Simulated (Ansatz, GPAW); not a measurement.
**A 2-layer slab of Ba(100): simulated STM images**

Wanted: filled- and empty-state images of a 2-layer slab of Ba(100), with its work function.

Calculated with GPAW 26.7.0 and Ansatz 0.2.0; Ansatz plane waves; slab in vacuum with a dipole correction, relaxation; PAW set soft_1, in the first sound run; inputs show where later runs differ.

Most raw output is cut from this account.

## Step 1: Starting point

The cell holds 2 atoms: 2 Ba. Its edges and angles: a = 5.020 Å, b = 5.020 Å, c = 16.510 Å, α = 90.0°, β = 90.0°, γ = 90.0°. Vacuum lies along c.

## Step 2: Relaxing the atoms

The atoms are relaxed first, since the surface dipole, and with it the work function, follows the positions of the outer layers. The lowest 1 atoms are held at bulk positions and keep their forces.

File input.yaml:

```yaml
crystal:
  lattice:
    - [5.02, 0.0, 0.0]
    - [0.0, 5.02, 0.0]
    - [0.0, 0.0, 16.51]
  atoms:
    - { symbol: Ba, position: [0.5, 0.5, 0.4239854634] }
    - { symbol: Ba, position: [0.0, 0.0, 0.5760145366] }
kpoints:
  mp_grid: { grid: [6, 6, 1] }
hamiltonian:
  xc: pbe
  pseudopotentials: { kind: paw, azcp: { folder: soft_1 } }
scf:
  occupations: { method: fermi_dirac, width: 0.1 }
efield:
  axis: 3
  dipole_correction: true
  ramp_width: 0.05
relax:
  f_tol: 0.02
  max_steps: 60
  constraints: [{ sites: [0] }]
output:
  write_potential: true
  write_density: true
  volumetric_format: npy
```

The run is started by

```
ansatz run input.yaml --threads 4 --pin off --max-ram 8192MiB --backend cpu --events-out ev --progress --plain --runs-dir out
```

Wall time 3.4 s (4 threads of Intel Xeon Platinum 8559C (Emerald Rapids), shared host); peak memory 0.61 GiB; 12 s of CPU time.

Step by step:

| step | energy less that of the first step (eV) | largest force component (eV/Å) |
| --- | --- | --- |
| 1 | 0.0000 | 0.1724 |
| 2 | -0.0121 | 0.1193 |
| 3 | -0.0229 | 0.0033 |
| 4 | -0.0229 | 0.0035 |

The run keeps the 8 symmetry operations that it works with, so distortions that break them were not tested.

The atoms that moved most (Å):

| atom | dx | dy | dz | length |
| --- | --- | --- | --- | --- |
| Ba2 | 0.000 | 0.000 | 0.270 | 0.270 |

The relaxed structure:

```xyz
2
Lattice="5.0200 0.0000 0.0000 0.0000 5.0200 0.0000 0.0000 0.0000 16.5100" Properties=species:S:1:pos:R:3
Ba    2.5100    2.5100    7.0000
Ba    0.0000    0.0000    9.7796
```

Numbers from this step:

| Item | Value |
| --- | --- |
| free energy | -11898.4513 eV |
| smearing term TS | 0.1312 eV |
| symmetry operations | 8 |
| upper work function | 2.317 eV |
| lower work function | 2.318 eV |
| dipole along the normal | 8.98e-6 e·Å |
| dipole field | 3.90e-6 V/Å |
| vacuum level above | 2.631 eV |
| vacuum level below | 2.631 eV |

The electrostatic potential energy of an electron (with the applied field's), less the Fermi level, planar mean by z:

z (Å), electrostatic potential energy of an electron (with the applied field's), less the Fermi level, planar mean (eV) and a bar from the least value:
```
        0       2.32 ##############################
        1       2.32 ##############################
        2       2.32 ##############################
        3       2.30 ##############################
        4       2.20 ##############################
        5       1.73 ############################
        6      -0.63 ####################
        7      -6.35 
        8      -0.71 ####################
        9      -2.07 ###############
       10      -5.91 ##
       11       0.33 #######################
       12       1.90 #############################
       13       2.24 ##############################
       14       2.30 ##############################
       15       2.32 ##############################
       16       2.32 ##############################
```

Table of valence density, planar mean by z:

| z (Å) | valence density, planar mean (e/Å³) |
| --- | --- |
| 1.0 | 8.8e-6 |
| 1.5 | 2.5e-5 |
| 2.0 | 6.4e-5 |
| 2.5 | 1.5e-4 |
| 3.0 | 3.6e-4 |
| 3.5 | 8.0e-4 |
| 4.0 | 0.00173 |
| 4.5 | 0.00362 |
| 5.0 | 0.00747 |
| 5.5 | 0.0186 |
| 6.0 | 0.0732 |
| 6.5 | 0.184 |
| 7.0 | 0.212 |
| 7.5 | 0.189 |
| 8.0 | 0.0876 |
| 8.5 | 0.0581 |
| 9.0 | 0.134 |
| 9.5 | 0.208 |
| 10.0 | 0.207 |
| 10.5 | 0.140 |
| 11.0 | 0.0384 |
| 11.5 | 0.0120 |
| 12.0 | 0.00539 |
| 12.5 | 0.00263 |
| 13.0 | 0.00124 |
| 13.5 | 5.6e-4 |
| 14.0 | 2.5e-4 |
| 14.5 | 1.0e-4 |
| 15.0 | 4.2e-5 |
| 15.5 | 1.6e-5 |

The relaxation lowered the energy of the cell by 0.0229 eV.

## Step 3: The slab's potential

The work function is the vacuum plateau of the electrostatic potential less the Fermi level; a dipole layer lets the two faces have plateaus of their own.

This step: GPAW, PAW setups; slab in vacuum (GPAW 26.7.0).

File run.py:

```python
import json
import numpy as np
from ase import Atoms
from ase.dft.stm import STM
from gpaw import GPAW, PW

slab = Atoms(
    ['Ba', 'Ba'],
    positions=[
        [2.51000, 2.51000, 7.00000],
        [-0.00000, 0.00000, 9.77962]],
    cell=[[5.02, 0.0, 0.0], [0.0, 5.02, 0.0], [0.0, 0.0, 16.51]],
    pbc=[True, True, False])

slab.calc = GPAW(mode=PW(400), xc='PBE', kpts={'size': (6, 6, 1), 'gamma': True},
                 occupations={'name': 'fermi-dirac', 'width': 0.1}, nbands='160%',
                 convergence={'density': 1e-05}, maxiter=200,
                 poissonsolver={'dipolelayer': 'xy'},
                 symmetry={'tolerance': 1e-3}, txt='slab.txt')
result = {}
energy = slab.get_potential_energy()
fermi = slab.calc.get_fermi_level()
v = slab.calc.get_electrostatic_potential().mean((0, 1)) - fermi
n = slab.calc.get_pseudo_density().mean((0, 1))
L = slab.cell[2, 2]
z = np.arange(len(v)) * L / len(v)
low, high = slab.positions[:, 2].min(), slab.positions[:, 2].max()
below, above = np.interp([low - 4.8, high + 4.8], z, v)
slopes = [np.interp(x, z, np.gradient(v, z)) for x in (low - 4.8, high + 4.8)]
eps = np.array([[slab.calc.get_eigenvalues(k, s) for k in range(len(slab.calc.get_ibz_k_points()))]
                for s in range(slab.calc.get_number_of_spins())]) - fermi
top, bottom = eps[eps < 0].max(), eps[eps > 0].min()
dipole = slab.get_dipole_moment()[2]
print(f'energy {energy:.4f} eV, Fermi level {fermi:.4f} eV, dipole {dipole:.5f} e A')
print(f'potential 4.8 A off the faces, from the Fermi level: lower {below:.4f} eV, upper {above:.4f} eV')
print(f'slope of the potential there: lower {slopes[0]:.5f}, upper {slopes[1]:.5f} eV/A')
print(f'nearest levels on the mesh: {top:.4f} and {bottom:.4f} eV')
print('magnetic moment', round(slab.get_magnetic_moment(), 3))
result.update(energy=energy, fermi=fermi, dipole=dipole, below=below, above=above, slopes=slopes, edges=[top, bottom],
              z=z.tolist(), v=v.tolist(), n=n.tolist(), positions=slab.positions.tolist(),
              forces=slab.get_forces(apply_constraint=False).tolist(), moments=slab.get_magnetic_moments().tolist())

# Images need the states of the whole zone, up to time reversal
slab.calc = slab.calc.fixed_density(symmetry={'point_group': False}, txt='states.txt', nbands='250%',
                                    convergence={'bands': 'CBM+1.8'})
stm = STM(slab)
result['stm'] = []
for bias in [-2.0, -1.0, 1.5]:
    height = high + 3.0
    current = stm.get_averaged_current(bias, height)
    x, y, h = stm.scan(bias, current)
    i, f = divmod(height / L * stm.ldos.shape[2], 1)
    I = abs((1 - f) * stm.ldos[:, :, int(i)] + f * stm.ldos[:, :, int(i) + 1])
    print(f'bias {bias} V: mean current at 3.0 A {current:.4e}, corrugation {np.ptp(h):.4f} A')
    result['stm'].append(dict(bias=bias, current=current, h=(h - high).tolist(), I=I.tolist()))
json.dump(result, open('result.json', 'w'))
```

The run is started by

```
OMP_NUM_THREADS=1 OPENBLAS_NUM_THREADS=1 python run.py
```

It took 48 s on 1 thread; peak memory 0.34 GiB.

This step gave:

| Quantity | Value |
| --- | --- |
| dipole along the normal | 5.10e-5 e·Å |
| levels nearest the Fermi level on the mesh | -0.02019, 0.06489 eV from the Fermi level |
| upper work function | 2.313 eV |
| lower work function | 2.313 eV |
| corrugation -2 | 0.3206 Å |
| corrugation -1 | 0.2576 Å |
| corrugation 1.5 | 0.8296 Å |

Table of electrostatic potential energy of an electron (without an applied field's), less the Fermi level, planar mean by z:

| z (Å) | electrostatic potential energy of an electron (without an applied field's), less the Fermi level, planar mean (eV) |
| --- | --- |
| 0.0 | 2.32 |
| 0.5 | 2.32 |
| 1.0 | 2.32 |
| 1.5 | 2.32 |
| 2.0 | 2.31 |
| 2.5 | 2.31 |
| 3.0 | 2.30 |
| 3.5 | 2.27 |
| 4.0 | 2.20 |
| 4.5 | 2.05 |
| 5.0 | 1.73 |
| 5.5 | 1.05 |
| 6.0 | -0.614 |
| 6.5 | -5.76 |
| 7.0 | -12.1 |
| 7.5 | -5.70 |
| 8.0 | -0.717 |
| 8.5 | 0.0569 |
| 9.0 | -2.18 |
| 9.5 | -9.42 |
| 10.0 | -10.4 |
| 10.5 | -2.82 |
| 11.0 | 0.330 |
| 11.5 | 1.42 |
| 12.0 | 1.90 |
| 12.5 | 2.13 |
| 13.0 | 2.24 |
| 13.5 | 2.28 |
| 14.0 | 2.30 |
| 14.5 | 2.31 |
| 15.0 | 2.32 |
| 15.5 | 2.32 |
| 16.0 | 2.32 |

The pseudo valence density, planar mean oscillates, so the rows of the table below give means over windows of 0.83 Å about each position, cut where the curve ends. Its maxima inside the range that stand out by 2 % of the span (Å: e/Å³): 6.60: 0.211, 7.43: 0.215, 9.29: 0.209, 10.11: 0.210. Its minima: 7.02: 0.174, 8.46: 0.0561, 9.70: 0.178.

Pseudo valence density, planar mean against z; means over each step:

z (Å), pseudo valence density, planar mean (e/Å³) and a bar:
```
     1.24      0.000 
     2.07      0.000 
     2.90      0.000 
     3.73      0.001 
     4.56      0.004 #
     5.39      0.019 ###
     6.22      0.130 ####################
     7.05      0.194 ##############################
     7.88      0.122 ###################
     8.71      0.094 ##############
     9.54      0.193 ##############################
    10.37      0.161 #########################
    11.20      0.030 #####
    12.03      0.006 #
    12.86      0.002 
    13.69      0.000 
    14.52      0.000 
    15.35      0.000 
    16.18      0.000
```

Tip height over the top atom over a1 and a2. Sample bias -2 V, constant current at the mean current 3.0 Å over the top atom.

Ten even steps from '0' (2.82 Å) to '9' (3.14 Å):
```
999988776655555667788999
999988766555555566788999
999887766555555566778899
888877665544444556677888
888776655444344455667788
777766544333333344566777
776665443322222334456667
666655433221112233455666
665554332111111123345556
555544322100000122344555
555544321100000112344555
555543321100000112334555
555544321100000112344555
555544322100000122344555
665554332111111123345556
666655433221112233455666
776665443322222334456667
777766544333333344566777
888776655444344455667788
888877665544444556677888
999887766555555566778899
999988766555555566788999
999988776655555667788999
999988776655555667788999
```
Columns: a1 from 0 to 0.958; rows upwards: a2 from 0 to 0.958.

Local density of states summed over the bias window over a1 and a2. Sample bias -2 V, constant height 3.0 Å over the top atom.

Ten even steps from '0' (0.66 × 1e-3 arbitrary) to '9' (1.04 × 1e-3 arbitrary):
```
999987766555455566778999
999887765554445556778899
998877665444444456677889
888776654443334445667788
877766544333333344566777
777665443322222334456677
666654433221112233445666
665544332111111123344556
555443321110001112334455
555443221100000112234455
554433211000000011233445
544433211000000011233444
554433211000000011233445
555443221100000112234455
555443321110001112334455
665544332111111123344556
666654433221112233445666
777665443322222334456677
877766544333333344566777
888776654443334445667788
998877665444444456677889
999887765554445556778899
999987766555455566778999
999988766555555566788999
```
Columns: a1 from 0 to 0.958; rows upwards: a2 from 0 to 0.958.

Tip height over the top atom over a1 and a2. Sample bias -1 V, constant current at the mean current 3.0 Å over the top atom.

Ten even steps from '0' (2.85 Å) to '9' (3.10 Å):
```
999998877666666677889999
999988776666666667788999
999888776655555667788899
998887766555555566778889
888877655544444555677888
887776554433333445567778
777765544332223344556777
776665443222122234456667
666655432211111223455666
666554332110001123345566
666554322100000122345566
666554321100000112345566
666554322100000122345566
666554332110001123345566
666655432211111223455666
776665443222122234456667
777765544332223344556777
887776554433333445567778
888877655544444555677888
998887766555555566778889
999888776655555667788899
999988776666666667788999
999998877666666677889999
999998877666666677889999
```
Columns: a1 from 0 to 0.958; rows upwards: a2 from 0 to 0.958.

Local density of states summed over the bias window over a1 and a2. Sample bias -1 V, constant height 3.0 Å over the top atom.

Values in units of 1e-4 arbitrary, 12 rows by 16 columns, each cell a mean:
```
7.6 7.6 7.4 7.3 7.1 7.0 6.8 6.7 6.7 6.7 6.9 7.0 7.2 7.3 7.5 7.6
7.5 7.4 7.3 7.1 6.9 6.8 6.6 6.5 6.5 6.5 6.7 6.8 7.0 7.2 7.3 7.4
7.2 7.2 7.1 6.9 6.6 6.5 6.3 6.2 6.1 6.2 6.3 6.5 6.7 6.9 7.1 7.2
7.0 7.0 6.8 6.6 6.3 6.1 5.9 5.8 5.8 5.8 6.0 6.2 6.5 6.7 6.9 7.0
6.8 6.8 6.6 6.4 6.1 5.9 5.7 5.6 5.5 5.6 5.7 5.9 6.2 6.5 6.7 6.8
6.8 6.7 6.5 6.3 6.0 5.8 5.5 5.4 5.4 5.4 5.6 5.8 6.1 6.3 6.6 6.7
6.8 6.7 6.5 6.3 6.0 5.8 5.6 5.5 5.4 5.5 5.7 5.9 6.2 6.4 6.6 6.7
6.9 6.9 6.7 6.5 6.2 6.0 5.8 5.7 5.6 5.7 5.9 6.1 6.3 6.5 6.8 6.9
7.1 7.1 6.9 6.7 6.5 6.3 6.1 6.0 6.0 6.0 6.2 6.3 6.6 6.8 7.0 7.1
7.4 7.3 7.2 7.0 6.8 6.6 6.4 6.3 6.3 6.4 6.5 6.7 6.9 7.1 7.2 7.3
7.5 7.5 7.4 7.2 7.0 6.9 6.7 6.6 6.6 6.7 6.8 6.9 7.1 7.3 7.4 7.5
7.6 7.6 7.5 7.3 7.2 7.0 6.9 6.8 6.8 6.8 6.9 7.0 7.2 7.4 7.5 7.6
```
Columns: a1 from 0 to 0.958; rows upwards: a2 from 0 to 0.958.

Tip height over the top atom over a1 and a2. Sample bias 1.5 V, constant current at the mean current 3.0 Å over the top atom.

Ten even steps from '_' (2.30 Å) to '@' (3.13 Å):
```
@@@@@@@@@@@@@@@@@@@@@@@@@@@@@@@@@@@@@@@@@@@@@@@@
@@@@@@@@@@@@@@@@@@@@@@@@@@@@@@@@@@@@@@@@@@@@@@@@
@@@@@@@@@@@@@@@@@@@@%%%%%%%%%%@@@@@@@@@@@@@@@@@@
@@@@@@@@@@@@@@%%%%%%%%%%%%%%%%%%%%%%@@@@@@@@@@@@
@@@@@@@@@@@@%%%%%%##############%%%%%%@@@@@@@@@@
@@@@@@@@@@%%%%######**********######%%%%@@@@@@@@
@@@@@@@@%%%%####****++++++++++****####%%%%@@@@@@
@@@@@@@@%%%%##**++++====--====++++**##%%%%@@@@@@
@@@@@@@@%%####**++==--::::::--==++**####%%@@@@@@
@@@@@@%%%%##**++==--::......::--==++**##%%%%@@@@
@@@@@@%%%%##**++==::..______..::==++**##%%%%@@@@
@@@@@@%%%%##**++--::..______..::--++**##%%%%@@@@
@@@@@@%%%%##**++==::..______..::==++**##%%%%@@@@
@@@@@@%%%%##**++==--::......::--==++**##%%%%@@@@
@@@@@@@@%%####**++==--::::::--==++**####%%@@@@@@
@@@@@@@@%%%%##**++++====--====++++**##%%%%@@@@@@
@@@@@@@@%%%%####****++++++++++****####%%%%@@@@@@
@@@@@@@@@@%%%%######**********######%%%%@@@@@@@@
@@@@@@@@@@@@%%%%%%##############%%%%%%@@@@@@@@@@
@@@@@@@@@@@@@@%%%%%%%%%%%%%%%%%%%%%%@@@@@@@@@@@@
@@@@@@@@@@@@@@@@@@@@%%%%%%%%%%@@@@@@@@@@@@@@@@@@
@@@@@@@@@@@@@@@@@@@@@@@@@@@@@@@@@@@@@@@@@@@@@@@@
@@@@@@@@@@@@@@@@@@@@@@@@@@@@@@@@@@@@@@@@@@@@@@@@
@@@@@@@@@@@@@@@@@@@@@@@@@@@@@@@@@@@@@@@@@@@@@@@@
```
Columns: a1 from 0 to 0.958; rows upwards: a2 from 0 to 0.958.

Local density of states summed over the bias window over a1 and a2. Sample bias 1.5 V, constant height 3.0 Å over the top atom.

Ten even steps from '_' (3.40 × 1e-3 arbitrary) to '@' (6.20 × 1e-3 arbitrary):
```
@@@@@@@@@@@@@@@@@@@@@@@@@@@@@@@@@@@@@@@@@@@@@@@@
@@@@@@@@@@@@@@@@@@%%%%%%%%%%%%%%@@@@@@@@@@@@@@@@
@@@@@@@@@@@@@@%%%%%%##########%%%%%%@@@@@@@@@@@@
@@@@@@@@@@%%%%######**********######%%%%@@@@@@@@
@@@@@@@@%%%%####****++++++++++****####%%%%@@@@@@
@@@@@@@@%%##****++++==========++++****##%%@@@@@@
@@@@@@%%####**++==--------------==++**####%%@@@@
@@@@@@%%##**++==----::::::::::----==++**##%%@@@@
@@@@%%%%##**++----::..........::----++**##%%%%@@
@@@@%%##**++==--::....______....::--==++**##%%@@
@@@@%%##**++==--::..__________..::--==++**##%%@@
@@@@%%##**++==--::..__________..::--==++**##%%@@
@@@@%%##**++==--::..__________..::--==++**##%%@@
@@@@%%##**++==--::....______....::--==++**##%%@@
@@@@%%%%##**++----::..........::----++**##%%%%@@
@@@@@@%%##**++==----::::::::::----==++**##%%@@@@
@@@@@@%%####**++==--------------==++**####%%@@@@
@@@@@@@@%%##****++++==========++++****##%%@@@@@@
@@@@@@@@%%%%####****++++++++++****####%%%%@@@@@@
@@@@@@@@@@%%%%######**********######%%%%@@@@@@@@
@@@@@@@@@@@@@@%%%%%%##########%%%%%%@@@@@@@@@@@@
@@@@@@@@@@@@@@@@@@%%%%%%%%%%%%%%@@@@@@@@@@@@@@@@
@@@@@@@@@@@@@@@@@@@@@@@@@@@@@@@@@@@@@@@@@@@@@@@@
@@@@@@@@@@@@@@@@@@@@@@@@@@@@@@@@@@@@@@@@@@@@@@@@
```
Columns: a1 from 0 to 0.958; rows upwards: a2 from 0 to 0.958.

The potential is flat to 0.009 eV/Å where it is read, so the vacuum is wide enough. The geometry is the other program's minimum; here the largest force on a free atom is 0.0023 eV/Å.

(Continued in part 2 of 2.)

[Logs are printed without paths, hosts, clocks, repeated set-up lines and the standing remarks that a program may print on its own settings, such as how far it seeks lower states.]

[Hosts, paths, dates, database ids (printed as entryN), source tags and the programs' standing remarks are cut or masked in the printed files.]
